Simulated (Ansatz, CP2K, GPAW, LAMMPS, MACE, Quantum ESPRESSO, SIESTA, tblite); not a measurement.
**La2O3 with crystalline order left by the classical run (95 atoms) in Quantum ESPRESSO**

How near does Quantum ESPRESSO come to plane waves for La2O3 with crystalline order left by the classical run (95 atoms)?

Method: the method is named at each step, in Quantum ESPRESSO 7.5.

**1. Set-up**

The cell holds 95 atoms: 38 La and 57 O. Cell: a = 12.168 Å, b = 12.168 Å, c = 12.168 Å, α = 90.0°, β = 90.0°, γ = 90.0°. 95 atoms (38 Nd, 57 O) placed at random at 6.31 g/cm³, melted at 5000 K for 10 ps at fixed volume with the Morse and Coulomb pair potential with partial charges (Pedone, Malavasi, Menziani, Cormack and Segre, J. Phys. Chem. B 110, 11780 (2006)). Quenched from 5000 K to 300 K at 20 K/ps and fixed volume, held 5 ps, then minimised at fixed cell. Then Nd was replaced by La and the cell scaled by 1.023 (the potential has no terms for the new elements, so the cell is a start for a DFT relaxation).

The yardstick, on the same geometry:

- method: Kohn-Sham DFT, PBE, PAW, plane waves (Ansatz 0.2.0); cutoff 420 eV, Γ point, fermi-dirac smearing of 0.05 eV; PAW set soft_2
- r.m.s. force component: 0.2629 eV/Å
- longest force: 0.8497 eV/Å
- pressure: 0.07016 GPa
- gap (highest filled to lowest empty level): 3.123 eV
- SCF cycles: 11
- time: 24 s on 8 threads of Arm Neoverse V2, shared host
- CPU time: 2.9 min

**2. PBE, sssp-1.3.0-efficiency, 60/480 Ry**

Method: Kohn-Sham DFT, PBE, SSSP efficiency 1.3.0 pseudopotentials, plane waves.

File pw.in:

```
&control
  calculation = 'scf'
  pseudo_dir = './pseudo'
  outdir = './tmp'
  disk_io = 'none'
  tprnfor = .true.
  tstress = .true.
/
&system
  ibrav = 0
  nat = 95
  ntyp = 2
  ecutwfc = 60
  ecutrho = 480
  nosym = .true.
  occupations = 'smearing'
  smearing = 'fd'
  degauss = 0.003675
/
&electrons
  conv_thr = 4.8e-07
  electron_maxstep = 100
  mixing_beta = 0.4
  mixing_mode = 'plain'
  diagonalization = 'david'
/
ATOMIC_SPECIES
La 138.905 La.upf
O 15.999 O.upf
CELL_PARAMETERS angstrom
12.16777 0.00000 0.00000
0.00000 12.16777 0.00000
0.00000 0.00000 12.16777
ATOMIC_POSITIONS crystal
La 0.62796 0.27172 0.07450
La 0.37676 0.04395 0.19254
La 0.87403 0.21804 0.58166
La 0.89250 0.13602 0.86247
La 0.83956 0.56117 0.71274
La 0.37767 0.43462 0.09827
La 0.85592 0.36476 0.26948
La 0.07820 0.47030 0.41360
La 0.59270 0.51803 0.26588
La 0.63268 0.33201 0.80204
La 0.09943 0.90474 0.26085
La 0.85417 0.73134 0.16760
La 0.36578 0.28022 0.61872
La 0.36915 0.75244 0.06813
La 0.12474 0.28794 0.09216
La 0.59681 0.76291 0.61114
La 0.86677 0.82870 0.88277
La 0.11458 0.69449 0.62651
La 0.59958 0.67587 0.89292
La 0.35771 0.63916 0.39597
La 0.86131 0.97895 0.41179
La 0.38229 0.17475 0.90712
La 0.61589 0.43328 0.54336
La 0.13221 0.95070 0.97210
La 0.12537 0.18088 0.41168
La 0.60804 0.20862 0.34916
La 0.11197 0.37819 0.72780
La 0.09660 0.60625 0.91498
La 0.62348 0.93414 0.04206
La 0.35790 0.96248 0.49506
La 0.87788 0.06490 0.13237
La 0.37340 0.50862 0.81255
La 0.83787 0.66677 0.43506
La 0.61121 0.08463 0.62299
La 0.60302 0.86034 0.32917
La 0.36103 0.85379 0.78058
La 0.84615 0.45784 0.98631
La 0.12430 0.03833 0.68622
O 0.39318 0.60191 0.21093
O 0.28774 0.18516 0.07977
O 0.99570 0.07000 0.28375
O 0.52446 0.10136 0.05895
O 0.95123 0.35311 0.10699
O 0.46092 0.68386 0.73487
O 0.92407 0.54855 0.30460
O 0.76331 0.27308 0.93392
O 0.23941 0.01447 0.34559
O 0.77207 0.11718 0.71525
O 0.72554 0.85214 0.48555
O 0.95007 0.81066 0.34776
O 0.49110 0.93470 0.64203
O 0.18193 0.63885 0.44774
O 0.79000 0.00321 0.96924
O 0.20694 0.46000 0.00791
O 0.74967 0.19785 0.20619
O 0.22444 0.76360 0.92035
[... 35 atom lines left out ...]
O 0.26617 0.02152 0.84365
O 0.51059 0.17693 0.76199
O 0.48736 0.84481 0.92930
O 0.16190 0.33343 0.28166
K_POINTS gamma
```

Started as:

```sh
$ OMP_NUM_THREADS=1 mpirun -np 4 pw.x -in pw.in > output.txt
```

What it wrote:

```text
Program PWSCF
     gamma-point specific algorithms are used
     one sub-group per band group will be used
     scalapack distributed-memory algorithm (size of sub-group:  2*  2 procs)
     Parallelization info
     sticks:   dense  smooth     PW     G-vecs:    dense   smooth      PW
     Min        5053    2524    633               539821   190908   23857
     Max        5056    2525    636               539824   190917   23860
     Sum       20217   10097   2537              2159289   763649   95433
     bravais-lattice index     =            0
     lattice parameter (alat)  =      22.9938  a.u.
     unit-cell volume          =   12157.0885 (a.u.)^3
     number of atoms/cell      =           95
     number of atomic types    =            2
     number of electrons       =       760.00
     number of Kohn-Sham states=          456
     kinetic-energy cutoff     =      60.0000  Ry
     charge density cutoff     =     480.0000  Ry
     scf convergence threshold =      4.8E-07
     mixing beta               =       0.4000
     number of iterations used =            8  plain     mixing
     Exchange-correlation= SLA  PW   PBX  PBC
                           (   1   4   3   4   0   0   0)
     crystal axes: (cart. coord. in units of alat)
               a(1) = (   1.000000   0.000000   0.000000 )
               a(2) = (   0.000000   1.000000   0.000000 )
               a(3) = (   0.000000   0.000000   1.000000 )
     reciprocal axes: (cart. coord. in units 2 pi/alat)
               b(1) = (  1.000000  0.000000  0.000000 )
               b(2) = (  0.000000  1.000000  0.000000 )
               b(3) = (  0.000000  0.000000  1.000000 )
     PseudoPot. # 1 for La:
     Pseudo is Projector augmented-wave + core cor, Zval = 11.0
     PseudoPot. # 2 for O :
     Pseudo is Projector augmented-wave + core cor, Zval =  6.0
     atomic species   valence    mass     pseudopotential
     La               11.00   138.90500     La( 1.00)
     O                 6.00    15.99900     O ( 1.00)
     No symmetry found
   Cartesian axes
     number of k points=     1  Fermi-Dirac smearing, width (Ry)=  0.0037
                       cart. coord. in units 2pi/alat
        k(    1) = (   0.0000000   0.0000000   0.0000000), wk =   2.0000000
     Dense  grid:  1079645 G-vectors     FFT dimensions: ( 162, 162, 162)
     Smooth grid:   381825 G-vectors     FFT dimensions: ( 120, 120, 120)
     Initial potential from superposition of free atoms
     starting charge     759.6758, renormalised to     760.0000
     negative rho (up, down):  2.072E-03 0.000E+00
     Starting wfcs are 1444 randomized atomic wfcs
     Self-consistent Calculation
     iteration #  1     ecut=    60.00 Ry     beta= 0.40
     negative rho (up, down):  6.002E-03 0.000E+00
     total energy              =  -19791.25187290 Ry
     estimated scf accuracy    <      35.11372162 Ry
     iteration #  2     ecut=    60.00 Ry     beta= 0.40
     negative rho (up, down):  4.525E-03 0.000E+00
     total energy              =  -19801.31463348 Ry
     estimated scf accuracy    <       3.05127655 Ry
     iteration #  3     ecut=    60.00 Ry     beta= 0.40
     negative rho (up, down):  3.128E-03 0.000E+00
     total energy              =  -19801.79925456 Ry
     estimated scf accuracy    <       1.33030509 Ry
     iteration #  4     ecut=    60.00 Ry     beta= 0.40
     negative rho (up, down):  3.748E-03 0.000E+00
     total energy              =  -19802.33744441 Ry
     estimated scf accuracy    <       0.20998771 Ry
     iteration #  5     ecut=    60.00 Ry     beta= 0.40
     negative rho (up, down):  4.724E-03 0.000E+00
     total energy              =  -19802.21109061 Ry
     estimated scf accuracy    <       0.53048250 Ry
     iteration #  6     ecut=    60.00 Ry     beta= 0.40
[...]
total energy              =  -19802.35668252 Ry
     estimated scf accuracy    <       0.03101226 Ry
[...]
total energy              =  -19802.34964993 Ry
[...]
iteration # 18     ecut=    60.00 Ry     beta= 0.40
[...]
total energy              =  -19802.34963953 Ry
     estimated scf accuracy    <       0.00005444 Ry
     iteration # 19     ecut=    60.00 Ry     beta= 0.40
[...]
total energy              =  -19802.34964245 Ry
     estimated scf accuracy    <       0.00001341 Ry
     iteration # 20     ecut=    60.00 Ry     beta= 0.40
     negative rho (up, down):  4.713E-03 0.000E+00
     End of self-consistent calculation
          k = 0.0000 0.0000 0.0000 ( 47717 PWs)   bands (ev):
   -22.4253 -22.3878 -22.3780 -22.3647 -22.3415 -22.3169 -22.2773 -22.2627
   -22.1802 -22.1441 -22.0961 -22.0658 -22.0605 -22.0485 -22.0242 -22.0021
   -21.9891 -21.9833 -21.9724 -21.9464 -21.9264 -21.9165 -21.9098 -21.8734
   -21.8654 -21.8551 -21.8338 -21.8179 -21.7919 -21.7639 -21.7317 -21.6819
   -21.6217 -21.5962 -21.5864 -21.4723 -21.4111 -21.3917  -9.6384  -9.5565
    -9.4762  -9.4397  -9.4081  -9.3896  -9.3518  -9.2950  -9.2885  -9.2109
[...]
12.5328  12.5380  12.5425  12.5474  12.5547  12.5612  12.5685  12.5765
    12.5810  12.5849  12.5991  12.6032  12.6097  12.6152  12.6166  12.6226
    12.6245  12.6326  12.6377  12.6531  12.6594  12.6696  12.6711  12.6735
     the Fermi energy is     9.7893 ev
!    total energy              =  -19802.34964782 Ry
     total all-electron energy =    -26006.622515 Ry
     estimated scf accuracy    <       0.00000041 Ry
     smearing contrib. (-TS)   =      -0.00000000 Ry
     internal energy E=F+TS    =  -19802.34964782 Ry
     The total energy is F=E-TS. E is the sum of the following terms:
     one-electron contribution =   -1100.54166021 Ry
     hartree contribution      =    1043.34199581 Ry
     xc contribution           =    -930.26776828 Ry
     ewald contribution        =   -3314.57381506 Ry
     one-center paw contrib.   =  -15500.30840007 Ry
     convergence has been achieved in  20 iterations
     negative rho (up, down):  4.713E-03 0.000E+00
     Forces acting on atoms (cartesian axes, Ry/au):
     atom    1 type  1   force =    -0.00092070   -0.02199698    0.01206797
     atom    2 type  1   force =    -0.00181930    0.00230331   -0.00117417
     atom    3 type  1   force =    -0.00180580    0.02333976   -0.00179271
     atom    4 type  1   force =    -0.00453811    0.01740073    0.00567467
     atom    5 type  1   force =     0.00633767    0.00843375    0.00258910
     atom    6 type  1   force =    -0.01706843    0.01256781   -0.00166950
[...]
atom   93 type  2   force =    -0.00215386    0.01148394   -0.01405616
     atom   94 type  2   force =    -0.00264549   -0.01462702    0.01671437
     atom   95 type  2   force =    -0.02055677   -0.01663415    0.00770004
     Total force =     0.173260     Total SCF correction =     0.000700
     Computing stress (Cartesian axis) and pressure
     negative rho (up, down):  4.713E-03 0.000E+00
          total   stress  (Ry/bohr**3)                   (kbar)     P=        3.59
  -0.00002771   0.00003154  -0.00002993           -4.08        4.64       -4.40
   0.00003154  -0.00010202   0.00004432            4.64      -15.01        6.52
  -0.00002993   0.00004432   0.00020298           -4.40        6.52       29.86
     Message from routine punch:
     Nothing written, as per user request (disk_io='none')
```

The job ended after 21 min (4 MPI ranks of Arm Neoverse V2, shared host; peak memory 13 GiB).

Banners, paths, timers and routine set-up lines are dropped from the logs unmarked, and long logs keep their key lines alone; longer cuts are marked.

Compared with the plane-wave run:

```yaml
r_m_s_force_component: 0.2639 eV/Å
r_m_s_difference_of_force_components: 11.7 meV/Å
longest_difference_of_force_vectors: 44.24 meV/Å
force_difference_over_r_m_s_force: 4.45 %
slope_of_forces_against_the_reference_s: 1.003
correlation_of_force_components: 0.999
spacing_of_highest_filled_and_lowest_empty_level: 3.122 eV
gap_difference: -0.0009 eV
pressure: 0.359 GPa
pressure_difference: 0.2888 GPa
```

Length of the force difference by element (eV/Å):

```
element  atoms   mean   most
     La     38  0.017  0.034
      O     57  0.019  0.044
```

Levels nearest the highest filled one (eV from it): -0.30, -0.30, -0.28, -0.25, -0.24, -0.20, -0.19, -0.17, -0.16, -0.08, -0.05, 0.00, 3.12, 3.62, 3.69, 3.78, 3.81, 3.86, 3.90, 3.93, 3.98, 4.02, 4.02, 4.05.

A closer look about La32, which has 7 bonded neighbours where the commonest count for La is 6: 9 atoms, nearest first, numbered in the order of the input, with positions taken from that point.

```
atom      x      y      z  distance (Å)  bonds     Fx     Fy  Fz (eV/Å)
La32   0.00   0.00   0.00          0.00      7   0.01   0.35      -0.02
 O59   1.46  -1.05  -1.46          2.32      4  -0.57  -0.09       0.34
 O78   0.82   1.01   1.97          2.36      4  -0.21  -0.34       0.14
 O62  -2.13   0.61  -0.83          2.37      4  -0.18   0.33      -0.16
 O44   1.06   2.13  -0.95          2.56      4   0.21   0.12       0.31
 O73  -1.11  -2.38  -0.21          2.63      4   0.21   0.12      -0.34
 O65   1.42  -1.99   1.73          2.99      5  -0.49   0.23      -0.19
 O54  -2.03  -0.59   2.38          3.18      4   0.29  -0.17      -0.08
La19   2.75   2.04   0.98          3.56      6   0.43  -0.31       0.18
```

Forces lie 4.5 % from the reference's, at 29 times its CPU time (on 4 against 8 cores).

**3. What came out**

| Quantity | Value |
| --- | --- |
| force difference from the reference | QE PBE, sssp-1.3.0-efficiency, 60/480 Ry, 4.5 % |
| its CPU time | 83 min |

What this shows: PBE on plane waves or a grid with other potentials, cutoffs or grids differs from the reference by 4.5 % (QE PBE, sssp-1.3.0-efficiency, 60/480 Ry) of the r.m.s. force; this holds the reference's own error, so differences of a few per cent don't tell which side is nearer the exact PBE result (QE's 60 Ry are 816 eV, against the reference's 420 eV). PBE gaps agree with the reference's 3.12 eV within 0.001 eV. The quench rate of 20 K/ps is many orders above laboratory rates, so the cell is likely richer in defects and strain than a real sample. The network of bonds at the start is that of the classical potential that made the cell, and needn't be the one that DFT or experiment would give. The reference's stress is far from hydrostatic: its diagonal is -0.7, -1.7, 2.7 GPa, compression counted positive. The electronic-structure runs sample only Γ, in a cell whose shortest periodic width is 12 Å. Spin–orbit coupling is left out, which matters for the levels of the heavy elements.

[Also dropped from logs without a mark: logging warnings of Python, and SIESTA's first energy breakdown and zero terms.]

[Logs are printed without paths, hosts, clocks, repeated set-up lines and the standing remarks that a program may print on its own settings, such as how far it seeks lower states.]

[Hosts, paths, dates, database ids (printed as entryN), source tags and the programs' standing remarks are cut or masked in the printed files.]
